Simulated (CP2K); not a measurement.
Isocyanoacetaldehyde has these distinct C atoms: C1 (bonded to N), C3 (bonded to C, N and 2 H) and C4 (bonded to C, O and H).

```xyz
8

C     2.3769    0.8401    0.2837
N     1.3765    0.2121    0.2282
C     0.1513   -0.4841    0.1411
C    -1.0435    0.3671   -0.2932
O    -1.0107    1.5461   -0.5691
H    -0.0981   -0.9363    1.1162
H     0.2394   -1.3222   -0.5716
H    -1.9918   -0.2227   -0.3353
```

Their partial C K spectra (CP2K XAS_TDP, all-electron GAPW, PBEh(45%), aug-cc-pVDZ, TDA, GW2X-corrected core level, no relativity) are given in random order, each times the number of alike atoms.

Gaussian full width 0.5 eV, oscillator strength per eV, alike atoms added, rows of zeros left out:

```
E (eV)  curve 1  curve 2  curve 3
288.00    0.001    0.000    0.000
288.25    0.015    0.000    0.000
288.50    0.084    0.000    0.002
288.75    0.122    0.000    0.041
289.00    0.045    0.000    0.192
289.25    0.004    0.000    0.235
289.50    0.000    0.000    0.075
289.75    0.000    0.000    0.006
291.25    0.000    0.001    0.000
291.50    0.000    0.010    0.000
291.75    0.000    0.034    0.000
292.00    0.000    0.047    0.000
292.25    0.000    0.042    0.000
292.50    0.000    0.016    0.000
292.75    0.000    0.018    0.000
293.00    0.000    0.044    0.000
293.25    0.004    0.043    0.001
293.50    0.018    0.021    0.000
293.75    0.022    0.021    0.001
294.00    0.007    0.024    0.006
294.25    0.001    0.025    0.009
294.50    0.004    0.016    0.006
294.75    0.024    0.020    0.007
295.00    0.043    0.025    0.014
295.25    0.023    0.042    0.013
295.50    0.005    0.041    0.007
295.75    0.003    0.027    0.007
296.00    0.006    0.038    0.008
296.25    0.010    0.031    0.011
296.50    0.016    0.015    0.009
296.75    0.027    0.014    0.007
297.00    0.019    0.008    0.015
297.25    0.008    0.009    0.012
297.50    0.008    0.025    0.004
297.75    0.009    0.021    0.007
298.00    0.007    0.008    0.007
298.25    0.006    0.010    0.002
298.50    0.005    0.012    0.004
298.75    0.009    0.012    0.004
299.00    0.025    0.018    0.004
299.25    0.031    0.027    0.008
299.50    0.025    0.021    0.006
299.75    0.010    0.008    0.004
300.00    0.003    0.011    0.006
300.25    0.005    0.008    0.005
300.50    0.007    0.005    0.004
```

**Question.** Which curve belongs to which atom?

Curve 1: C4 (bonded to C, O and H), leading line at 288.69 eV (f = 0.067 an atom), ionisation energy 296.41 eV, term value 7.72 eV. Curve 2: C3 (bonded to C, N and 2 H), leading line at 291.81 eV (f = 0.016 an atom), ionisation energy 294.94 eV, term value 3.13 eV. Curve 3: C1 (bonded to N), leading line at 289.13 eV (f = 0.069 an atom), ionisation energy 294.90 eV, term value 5.77 eV. The leading line of an atom is its first one with 35 % of the strongest within 2.5 eV of its lowest line over the strength cut. A line lies at the core ionisation energy, which rises as an atom loses charge to its neighbours or to a π system, less the term value, which is large for a low π* or σ* orbital with weight on that atom.

[Banner, clock and machine lines of the logs are left out without a mark of their own.]

[Logs are printed without paths, hosts, clocks, repeated set-up lines and the standing remarks that a program may print on its own settings, such as how far it seeks lower states.]

[Hosts, paths, dates, database ids (printed as entryN), source tags and the programs' standing remarks are cut or masked in the printed files.]
